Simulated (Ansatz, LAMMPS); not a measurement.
## Relaxing Zn2+ BF4- in 1,3-dioxolane and diglyme and ethylene carbonate, from a frame at 330 K (199 atoms)

How does Zn2+ BF4- in 1,3-dioxolane and diglyme and ethylene carbonate, from a frame at 330 K (199 atoms) relax, and what do bonds, charges and levels look like afterwards?

Program: Ansatz 0.2.0. Level of theory: Kohn-Sham DFT, RPBE+D4, PAW (set soft_2), plane waves. Results are calculated unless marked as measured.

**1. Set-up**

The cell holds 199 atoms: 39 C, 25 O, 80 H, 10 B, 40 F and 5 Zn. Its edges and angles: a = 13.203 Å, b = 13.203 Å, c = 13.203 Å, α = 90.0°, β = 90.0°, γ = 90.0°. 2 1,3-dioxolane, 4 diglyme, 3 ethylene carbonate, 5 Zn2+, 10 BF4- placed at random, at 1.55 g/cm³; overlaps pushed apart, then 10 ps at 550 K with stiff harmonic cages for PF6 and BF4 with UFF radii; divalent ions of Li, Roberts, Chakravorty and Merz (J. Chem. Theory Comput. 9, 2733 (2013)); MMFF94 bonds, angles, torsions, charges and radii (Halgren, J. Comput. Chem. 17, 490 (1996)) in harmonic and 12-6 forms; charges of ions scaled by 0.8. Snapshot after 30 ps at 330 K and fixed volume.

Limits known from the start: The network of contacts between molecules at the start is that of the classical potential that made the cell. Sampling is at Γ alone, for a cell whose shortest periodic width is 13 Å.

**2. Single point at the start**

The forces at the start show how far the geometry lies from a minimum of this functional.

input.yaml

```yaml
crystal:
  lattice:
    - [13.20261, 0.0, 0.0]
    - [0.0, 13.20261, 0.0]
    - [0.0, 0.0, 13.20261]
  atoms:
    - { symbol: C, position: [0.33074, 0.86226, 0.57177] }
    - { symbol: O, position: [0.2711, 0.857, 0.66304] }
    - { symbol: C, position: [0.33512, 0.83481, 0.74851] }
    - { symbol: C, position: [0.28318, 0.88359, 0.83861] }
    [... 189 atom lines left out ...]
    - { symbol: F, position: [0.18333, 0.54282, 0.43552] }
    - { symbol: Zn, position: [0.13673, 0.90472, 0.68884] }
    - { symbol: Zn, position: [0.2465, 0.41138, 0.98034] }
    - { symbol: Zn, position: [0.80885, 0.12483, 0.20687] }
    - { symbol: Zn, position: [0.5066, 0.23716, 0.98625] }
    - { symbol: Zn, position: [0.46044, 0.61328, 0.40327] }
kpoints:
  mp_grid: { grid: [1, 1, 1] }
hamiltonian:
  xc: rpbe
  dispersion: d4
scf:
  occupations: { method: fixed }
output:
  forces: true
  stress: true
  populations: intrinsic
  dos:
    method: { smearing: { sigma: 0.15 } }
    de: 0.1
    projected: { site_lists: { B: [B], C: [C], F: [F], H: [H], O: [O] } }
  eigenvalues: true
```

The run is started by

```bash
ansatz run input.yaml --threads 4 --pin off --max-ram 8192MiB --backend cpu --events-out ev --progress --plain --runs-dir out
```

Elapsed: 57 s, on 4 threads of Arm Neoverse V2, shared host; peak memory 3.6 GiB.

Read from the output:

```
free energy                                      : -75997.1422 eV
free energy per atom                             : -381.8952 eV/atom
SCF cycles                                       : 11
pressure                                         : 5.652 GPa
r.m.s. force component                           : 1.239 eV/Å
longest force                                    : 6.613 eV/Å
Fermi energy                                     : 0.1626 eV
gap (highest filled to lowest empty level) : 3.572 eV
```

The r.m.s. force component of 1.2 eV/Å and the pressure of 5.7 GPa set the starting point.

Neighbours are counted within 1.34 Å (H-C), 1.72 Å (F-B), 2.38 Å (F-Zn), 1.85 Å (C-C), 1.73 Å (C-O), 2.48 Å (O-Zn).

Length of the force by element and coordination:

| element | coordination | atoms | mean length of the force (eV/Å) | spread | least | most |
| --- | --- | --- | --- | --- | --- | --- |
| B | all | 10 | 2.19 | 0.968 | 1.15 | 4.16 |
| C | all | 39 | 1.99 | 0.711 | 0.841 | 3.35 |
| C | 3 | 3 | 1.09 | 0.0968 | 0.995 | 1.22 |
| C | 4 | 36 | 2.07 | 0.688 | 0.841 | 3.35 |
| F | all | 40 | 2.04 | 1.58 | 0.229 | 6.61 |
| F | 1 | 23 | 1.20 | 0.647 | 0.229 | 2.78 |
| F | 2 | 17 | 3.19 | 1.73 | 0.606 | 6.61 |
| H | all | 80 | 1.04 | 0.545 | 0.230 | 3.11 |
| O | all | 25 | 3.04 | 1.39 | 1.05 | 5.79 |
| O | 1 | 1 | 1.05 | 0 | 1.05 | 1.05 |
| O | 2 | 13 | 2.66 | 1.07 | 1.09 | 4.74 |
| O | 3 | 11 | 3.68 | 1.44 | 1.72 | 5.79 |
| Zn | all | 5 | 2.28 | 0.789 | 1.46 | 3.73 |

**3. Cell and atoms relaxed**

The cell is relaxed with the atoms, since the starting lattice needn't suit this functional.

input.yaml, the sections that differ from step 2:

```yaml
output:
  forces: true
relax:
  f_tol: 0.05
  max_steps: 200
  cell: {}
# crystal, kpoints, hamiltonian, scf: as in step 2
```

Wall time 24 min (4 threads); peak memory 3.3 GiB; 1.5 h of CPU time.

The steps of the relaxation (22 of 52):

| step | energy less that of the first step (eV) | largest force component (eV/Å) | pressure (GPa) | volume (Å³) |
| --- | --- | --- | --- | --- |
| 1 | 0.0000 | 6.5337 | 5.65 | 2301.33 |
| 3 | -17.9842 | 1.3556 | 0.16 | 2454.84 |
| 6 | -19.7654 | 0.3932 | -0.39 | 2380.93 |
| 8 | -20.2064 | 0.3521 | 0.04 | 2347.52 |
| 11 | -20.4896 | 0.7297 | -0.30 | 2321.89 |
| 13 | -20.6695 | 0.2587 | -0.03 | 2312.59 |
| 16 | -20.8524 | 0.1342 | -0.02 | 2303.95 |
| 18 | -20.8975 | 0.1887 | -0.04 | 2308.28 |
| 20 | -20.9775 | 0.2146 | -0.09 | 2301.42 |
| 23 | -21.0500 | 0.1296 | -0.07 | 2302.39 |
| 25 | -21.1405 | 0.1589 | -0.06 | 2294.61 |
| 28 | -21.1972 | 0.1033 | 0.01 | 2290.19 |
| 30 | -21.2282 | 0.2356 | -0.13 | 2286.92 |
| 33 | -21.2702 | 0.0792 | 0.01 | 2283.70 |
| 35 | -21.2855 | 0.1103 | 0.03 | 2284.16 |
| 37 | -21.3066 | 0.1936 | -0.15 | 2282.43 |
| 40 | -21.3619 | 0.1211 | -0.03 | 2280.00 |
| 42 | -21.3767 | 0.1548 | 0.03 | 2279.11 |
| 45 | -21.3923 | 0.0510 | -0.01 | 2279.21 |
| 47 | -21.3207 | 0.0359 | -0.05 | 2278.65 |
| 50 | -21.3620 | 0.0134 | 0.00 | 2266.67 |
| 52 | -21.3416 | 0.0217 | -0.03 | 2266.27 |

Relaxation steps 27, 41 were tried and not accepted.

| cell as run | before | after | change |
| --- | --- | --- | --- |
| a (Å) | 13.203 | 13.110 | -0.7 % |
| b (Å) | 13.203 | 13.090 | -0.9 % |
| c (Å) | 13.203 | 13.209 | +0.1 % |
| α (°) | 90.00 | 91.03 | +1.1 % |
| β (°) | 90.00 | 89.77 | -0.3 % |
| γ (°) | 90.00 | 89.29 | -0.8 % |
| volume (Å³/atom) | 11.56 | 11.39 | -1.5 % |

The atoms that moved most (Å, as changes of fractional coordinates times the final cell):

| atom | dx | dy | dz | length |
| --- | --- | --- | --- | --- |
| H102 | -1.577 | 0.460 | -1.384 | 2.148 |
| H134 | -1.740 | 0.664 | 0.880 | 2.059 |
| H124 | 1.679 | -0.527 | -0.073 | 1.761 |
| H133 | -1.354 | 0.906 | 0.603 | 1.737 |
| F152 | 0.532 | 0.835 | 1.295 | 1.630 |
| F183 | 0.311 | 1.579 | -0.242 | 1.627 |
| H131 | -1.088 | -0.783 | 0.883 | 1.605 |
| H103 | -0.054 | 0.525 | -1.502 | 1.592 |

The relaxation changed the energy by -107 meV/atom, and atoms moved by 0.84 Å r.m.s., 2.1 Å at most.

**4. Structure statistics after relaxation**

Bonds before and after, by the cutoffs listed below:

| pair | bonds before | bonds after | mean before (Å) | mean after (Å) | spread before (Å) | spread after (Å) |
| --- | --- | --- | --- | --- | --- | --- |
| H-C | 80 | 80 | 1.100 | 1.096 | 0.032 | 0.004 |
| F-B | 40 | 40 | 1.413 | 1.425 | 0.034 | 0.043 |
| F-Zn | 17 | 17 | 1.881 | 2.121 | 0.120 | 0.069 |
| C-C | 13 | 13 | 1.499 | 1.522 | 0.032 | 0.008 |
| C-O | 47 | 47 | 1.416 | 1.423 | 0.066 | 0.066 |
| O-Zn | 13 | 13 | 1.892 | 2.101 | 0.080 | 0.056 |

Density 1.57 g/cm³, 11.39 Å³ an atom.

g(r), total and by pair (bins of 0.2 Å):

| r (Å) | total | H-H | H-F | H-C | H-O | H-B | H-Zn |
| --- | --- | --- | --- | --- | --- | --- | --- |
| 1.00 | 2.68 | 0.00 | 0.00 | 17.00 | 0.00 | 0.00 | 0.00 |
| 1.20 | 0.52 | 0.00 | 0.00 | 2.74 | 0.00 | 0.00 | 0.00 |
| 1.40 | 1.83 | 0.00 | 0.00 | 0.00 | 0.00 | 0.00 | 0.00 |
| 1.60 | 0.29 | 0.00 | 0.00 | 0.00 | 0.00 | 0.00 | 0.00 |
| 1.80 | 0.74 | 4.61 | 0.00 | 0.00 | 0.00 | 0.00 | 0.00 |
| 2.00 | 0.93 | 0.00 | 0.00 | 0.00 | 7.55 | 0.00 | 0.00 |
| 2.20 | 1.01 | 0.33 | 0.05 | 3.16 | 1.20 | 0.00 | 0.00 |
| 2.40 | 1.30 | 1.88 | 0.95 | 0.14 | 0.08 | 0.00 | 0.00 |
| 2.60 | 0.73 | 1.52 | 0.87 | 1.41 | 1.06 | 0.00 | 0.00 |
| 2.80 | 0.81 | 0.85 | 1.35 | 0.73 | 1.97 | 0.14 | 0.27 |
| 3.00 | 0.91 | 1.14 | 1.14 | 0.72 | 0.60 | 0.99 | 0.74 |
| 3.20 | 1.00 | 0.66 | 0.88 | 1.21 | 0.88 | 1.77 | 2.92 |
| 3.40 | 0.84 | 0.63 | 0.46 | 0.99 | 1.03 | 0.79 | 1.57 |
| 3.60 | 0.86 | 1.04 | 0.61 | 0.80 | 0.56 | 1.29 | 1.58 |
| 3.80 | 0.89 | 0.94 | 1.04 | 0.71 | 0.65 | 1.57 | 0.76 |
| 4.00 | 1.07 | 0.98 | 0.93 | 1.13 | 0.96 | 1.57 | 1.99 |
| 4.20 | 1.12 | 1.10 | 1.21 | 0.91 | 1.02 | 0.84 | 0.53 |
| 4.40 | 1.01 | 0.91 | 1.15 | 0.97 | 1.03 | 0.87 | 0.47 |
| 4.60 | 1.06 | 1.27 | 1.25 | 0.89 | 1.39 | 0.96 | 0.64 |
| 4.80 | 1.05 | 1.04 | 1.05 | 1.08 | 1.05 | 1.52 | 1.07 |
| 5.00 | 1.10 | 0.88 | 1.24 | 1.25 | 1.18 | 0.86 | 0.62 |
| 5.20 | 1.00 | 0.90 | 0.98 | 0.91 | 1.01 | 0.92 | 0.42 |
| 5.40 | 1.00 | 1.08 | 0.94 | 0.87 | 0.99 | 0.99 | 0.92 |
| 5.60 | 0.97 | 1.04 | 0.82 | 1.06 | 0.90 | 1.04 | 1.09 |
| 5.80 | 0.94 | 0.85 | 0.97 | 1.11 | 0.93 | 0.90 | 0.87 |
| 6.00 | 1.06 | 1.00 | 1.19 | 1.13 | 0.91 | 1.19 | 1.70 |
| 6.20 | 1.00 | 0.92 | 1.08 | 0.98 | 0.97 | 1.19 | 1.46 |
| 6.40 | 1.02 | 1.01 | 1.14 | 1.02 | 1.09 | 0.80 | 1.44 |

Bonds by pair of elements; cutoffs follow the first minimum of g(r), held within bounds set by covalent radii, and pairs that aren't listed don't count as bonded:

| pair A-B | cutoff (Å) | bonds | mean length (Å) | spread (Å) | shortest (Å) | B about A | A about B |
| --- | --- | --- | --- | --- | --- | --- | --- |
| H-C | 1.34 | 80 | 1.10 | 0.004 | 1.09 | 1 | 2.05 |
| F-B | 1.72 | 40 | 1.43 | 0.043 | 1.37 | 1 | 4 |
| F-Zn | 2.38 | 17 | 2.12 | 0.069 | 2.03 | 0.425 | 3.4 |
| C-C | 1.85 | 13 | 1.52 | 0.008 | 1.51 | 0.667 | 0.667 |
| C-O | 1.73 | 47 | 1.42 | 0.066 | 1.21 | 1.21 | 1.88 |
| O-Zn | 2.5 | 13 | 2.10 | 0.056 | 2 | 0.52 | 2.6 |

How many atoms have how many bonded neighbours:

| element | mean | 1 | 2 | 3 | 4 | 6 |
| --- | --- | --- | --- | --- | --- | --- |
| B | 4 | 0 | 0 | 0 | 10 | 0 |
| C | 3.92 | 0 | 0 | 3 | 36 | 0 |
| F | 1.43 | 23 | 17 | 0 | 0 | 0 |
| H | 1 | 80 | 0 | 0 | 0 | 0 |
| O | 2.4 | 1 | 13 | 11 | 0 | 0 |
| Zn | 6 | 0 | 0 | 0 | 0 | 5 |

Bond angles, per cent of each kind in bins of 5°:

| angle (°) | H-C-O | F-B-F | H-C-H | C-C-H | F-Zn-F |
| --- | --- | --- | --- | --- | --- |
| 60–65 | 0.0 | 0.0 | 0.0 | 0.0 | 6.9 |
| 65–70 | 0.0 | 0.0 | 0.0 | 0.0 | 0.0 |
| 70–75 | 0.0 | 0.0 | 0.0 | 0.0 | 0.0 |
| 75–80 | 0.0 | 0.0 | 0.0 | 0.0 | 0.0 |
| 80–85 | 0.0 | 0.0 | 0.0 | 0.0 | 17.2 |
| 85–90 | 0.0 | 0.0 | 0.0 | 0.0 | 17.2 |
| 90–95 | 0.0 | 0.0 | 0.0 | 0.0 | 20.7 |
| 95–100 | 0.0 | 0.0 | 0.0 | 0.0 | 6.9 |
| 100–105 | 0.0 | 5.0 | 0.0 | 0.0 | 10.3 |
| 105–110 | 77.4 | 51.7 | 51.9 | 17.3 | 0.0 |
| 110–115 | 22.6 | 43.3 | 48.1 | 82.7 | 0.0 |
| 115–120 | 0.0 | 0.0 | 0.0 | 0.0 | 0.0 |
| 120–125 | 0.0 | 0.0 | 0.0 | 0.0 | 0.0 |
| 125–130 | 0.0 | 0.0 | 0.0 | 0.0 | 0.0 |
| 130–135 | 0.0 | 0.0 | 0.0 | 0.0 | 0.0 |
| 135–140 | 0.0 | 0.0 | 0.0 | 0.0 | 0.0 |
| 140–145 | 0.0 | 0.0 | 0.0 | 0.0 | 3.5 |
| 145–150 | 0.0 | 0.0 | 0.0 | 0.0 | 0.0 |
| 150–155 | 0.0 | 0.0 | 0.0 | 0.0 | 0.0 |
| 155–160 | 0.0 | 0.0 | 0.0 | 0.0 | 3.5 |
| 160–165 | 0.0 | 0.0 | 0.0 | 0.0 | 3.5 |
| 165–170 | 0.0 | 0.0 | 0.0 | 0.0 | 0.0 |
| 170–175 | 0.0 | 0.0 | 0.0 | 0.0 | 3.5 |
| 175–180 | 0.0 | 0.0 | 0.0 | 0.0 | 6.9 |

Bond angles (no mean is given where the spread exceeds 20°):

| angle | count | mean (°) | spread (°) |
| --- | --- | --- | --- |
| H-C-O | 84 | 109 | 1.6 |
| F-B-F | 60 | 109 | 2.8 |
| H-C-H | 52 | 110 | 1 |
| C-C-H | 52 | 112 | 1.7 |
| F-Zn-F | 29 | - | - |

Bond length by coordination (bonds to H left out):

| element | coordination | atoms | mean bond length (Å) |
| --- | --- | --- | --- |
| C | 3 | 3 | 1.30 |
| C | 4 | 36 | 1.48 |
| F | 1 | 23 | 1.39 |
| F | 2 | 17 | 1.80 |
| O | 1 | 1 | 1.21 |
| O | 2 | 13 | 1.45 |
| O | 3 | 11 | 1.68 |

Rings of the network by King's shortest-path rule, up to 12 atoms, one path for each pair of neighbours; H, halogens, alkali and alkaline-earth atoms are left out, and the last column divides by all other atoms, bonded or not:

| ring size (atoms) | rings | per network atom |
| --- | --- | --- |
| 5 | 10 | 0.127 |
| 8 | 2 | 0.025 |

Counting bonds as in the table, all B atoms have 4, 92 % of C atoms have 4, 58 % of F atoms have 1 and all H atoms have 1 bonded neighbour. The H-C-O angle averages 109° with a spread of 1.6°. Rings of 5 atoms are the most common (83 % of those counted); sizes run from 5 to 8.

**5. Single point at the relaxed geometry**

The electronic structure is read at the final geometry, in a run of its own.

input.yaml

```yaml
crystal:
  lattice:
    - [13.10977, 0.08159, 0.02628]
    - [0.08159, 13.08914, -0.11869]
    - [0.02628, -0.11869, 13.20867]
  atoms:
    - { symbol: C, position: [0.32946, 0.87937, 0.57426] }
    - { symbol: O, position: [0.26495, 0.82046, 0.64069] }
    - { symbol: C, position: [0.31231, 0.80165, 0.7381] }
    - { symbol: C, position: [0.27279, 0.88001, 0.81538] }
    [... 189 atom lines left out ...]
    - { symbol: F, position: [0.18499, 0.56333, 0.41146] }
    - { symbol: Zn, position: [0.10747, 0.87325, 0.65891] }
    - { symbol: Zn, position: [0.24982, 0.43352, 0.971] }
    - { symbol: Zn, position: [0.81345, 0.1476, 0.22481] }
    - { symbol: Zn, position: [0.51048, 0.2135, 0.98282] }
    - { symbol: Zn, position: [0.47556, 0.6149, 0.40383] }
kpoints:
  mp_grid: { grid: [1, 1, 1] }
hamiltonian:
  xc: rpbe
  dispersion: d4
scf:
  occupations: { method: fixed }
output:
  forces: true
  stress: true
  populations: true
  dos:
    method: { smearing: { sigma: 0.15 } }
    de: 0.1
    projected: { site_lists: { B: [B], C: [C], F: [F], H: [H], O: [O] } }
  eigenvalues: true
  write_density: true
  write_potential: true
  volumetric_format: npy
```

The job ended after 56 s (4 threads; peak memory 3.6 GiB).

The program notes that the exchange-correlation potential is rough where the density is thin.

Read from the output:

```yaml
free_energy: -76018.4838 eV
free_energy_per_atom: -382.0024 eV/atom
scf_cycles: 10
pressure: -0.02843 GPa
r_m_s_force_component: 0.00508 eV/Å
longest_force: 0.02958 eV/Å
fermi_energy: 0.1315 eV
spacing_of_highest_filled_and_lowest_empty_level: 3.995 eV
spilling_of_the_projection: 0.01063
```

Löwdin charges by element and coordination (they lack the spilled electrons, 0.040 e an atom on average):

| element | coordination | atoms | mean charge (e) | spread | least | most |
| --- | --- | --- | --- | --- | --- | --- |
| B | all | 10 | 0.907 | 0.0127 | 0.887 | 0.929 |
| C | all | 39 | -0.0157 | 0.235 | -0.226 | 0.759 |
| C | 3 | 3 | 0.745 | 0.0177 | 0.720 | 0.759 |
| C | 4 | 36 | -0.079 | 0.0873 | -0.226 | 0.151 |
| F | all | 40 | -0.385 | 0.0281 | -0.436 | -0.342 |
| F | 1 | 23 | -0.363 | 0.0117 | -0.390 | -0.342 |
| F | 2 | 17 | -0.415 | 0.0107 | -0.436 | -0.394 |
| H | all | 80 | 0.204 | 0.0184 | 0.157 | 0.233 |
| O | all | 25 | -0.362 | 0.0684 | -0.49 | -0.235 |
| O | 1 | 1 | -0.421 | 0 | -0.421 | -0.421 |
| O | 2 | 13 | -0.327 | 0.0781 | -0.49 | -0.235 |
| O | 3 | 11 | -0.399 | 0.015 | -0.431 | -0.38 |
| Zn | all | 5 | 1.55 | 0.0325 | 1.51 | 1.59 |

Density of states as counts of states in windows of 1 eV (from the Fermi level), total and the larger projections:

| from (eV) | to (eV) | total | F p | C p | O p | H s | C s |
| --- | --- | --- | --- | --- | --- | --- | --- |
| -18 | -15 | 0.0 | 0.0 | 0.0 | 0.0 | 0.0 | 0.0 |
| -15 | -14 | 11.2 | 0.0 | 0.8 | 2.1 | 1.8 | 5.9 |
| -14 | -13 | 11.8 | 0.0 | 0.9 | 2.0 | 2.2 | 6.2 |
| -13 | -12 | 4.7 | 0.0 | 0.4 | 0.8 | 1.0 | 2.2 |
| -12 | -11 | 16.8 | 0.0 | 2.3 | 3.7 | 3.7 | 5.9 |
| -11 | -10 | 20.8 | 0.0 | 3.9 | 4.6 | 4.0 | 5.8 |
| -10 | -9 | 12.8 | 1.4 | 2.5 | 2.4 | 2.1 | 2.5 |
| -9 | -8 | 28.4 | 13.1 | 3.7 | 4.1 | 1.4 | 0.6 |
| -8 | -7 | 54.1 | 12.8 | 15.9 | 11.3 | 5.6 | 1.0 |
| -7 | -6 | 82.6 | 33.7 | 15.2 | 11.8 | 5.9 | 0.9 |
| -6 | -5 | 84.4 | 14.3 | 18.0 | 11.4 | 7.6 | 0.4 |
| -5 | -4 | 81.9 | 39.9 | 17.3 | 9.1 | 8.3 | 0.3 |
| -4 | -3 | 111.2 | 67.7 | 18.1 | 11.2 | 8.8 | 0.3 |
| -3 | -2 | 64.5 | 38.1 | 4.7 | 15.2 | 3.4 | 0.1 |
| -2 | -1 | 33.0 | 0.5 | 4.4 | 21.6 | 5.1 | 0.1 |
| -1 | 0 | 6.2 | 0.0 | 0.5 | 4.4 | 1.1 | 0.0 |
| 0 | 1 | 1.6 | 0.0 | 0.1 | 1.1 | 0.3 | 0.0 |
| 1 | 3 | 0.0 | 0.0 | 0.0 | 0.0 | 0.0 | 0.0 |
| 3 | 4 | 1.2 | 0.1 | 0.1 | 0.1 | 0.0 | 0.0 |
| 4 | 5 | 15.8 | 0.6 | 4.2 | 2.2 | 0.9 | 0.3 |

With fixed occupations the program's Fermi level is the highest filled level; weight inside the gap is the broadening of levels at its edges.

Between -26 and -18 eV lie 130 more states.

Not all projections were asked for or kept, so they needn't add up to the total.

The levels nearest the highest filled one (over half full), pooled over k-points and spins:

| level less the highest filled one (eV) | occupation |
| --- | --- |
| -1.28 | 2 |
| -1.17 | 2 |
| -0.946 | 2 |
| -0.246 | 2 |
| -0.129 | 2 |
| 0 | 2 |
| 4.00 | 0 |
| 4.07 | 0 |
| 4.24 | 0 |
| 4.28 | 0 |
| 4.29 | 0 |
| 4.45 | 0 |

Mean Löwdin charges: B +0.91, C -0.02, F -0.38, H +0.20, O -0.36, Zn +1.55 e (they miss 1.1 % of the electrons, so they add up to more than the cell's charge).

1 further run on a deliberately doubtful input is not shown.

**6. Results**

* energy change in the relaxation: -107.2 meV/atom
* r.m.s. displacement: 0.844 Å
* largest displacement: 2.148 Å
* free energy per atom: -382.0024 eV/atom
* pressure: -0.02843 GPa
* r.m.s. force component: 0.00508 eV/Å
* gap (highest filled to lowest empty level): 3.995 eV
* wall time of the 4 DFT runs, those left out included: 28 min

**Reading.** Relaxation lowers the energy by 107 meV/atom and moves atoms by 0.84 Å r.m.s.; the r.m.s. force component goes from 1.2 to 0.0051 eV/Å, the pressure goes from 5.7 to -0.028 GPa, and the gap from 3.57 to 4.00 eV. Displacements are taken in the final cell, so they leave out its strain. By the final cutoffs no bond was broken or made. The cell shrank by 1.5 % in volume. From the first step to the last the energy fell by 21.342 eV, and the largest move was 2.15 Å (H102). The F-Zn bonds go from 1.881 Å (spread 0.120) to 2.121 Å (spread 0.069). Counting bonds as in the table, all B atoms have 4, 92 % of C atoms have 4, 58 % of F atoms have 1 and all H atoms have 1 bonded neighbour. The highest filled and lowest empty levels differ by 4.00 eV (at Γ alone); a semilocal functional tends to put such gaps too low. In a disordered cell it changes from sample to sample and from frame to frame.

What to keep in mind: The network of contacts between molecules at the start is that of the classical potential that made the cell; in DFT atoms moved by 0.84 Å r.m.s.

[Logs are printed without paths, hosts, clocks, repeated set-up lines and the standing remarks that a program may print on its own settings, such as how far it seeks lower states.]

[Hosts, paths, dates, database ids (printed as entryN), source tags and the programs' standing remarks are cut or masked in the printed files.]

[The MMFF94 radii named for the starting cell were scaled by 0.96; in molecules described by MMFF94, hydrogen bound to N, O or S took a small fixed 12-6 site in their place.]
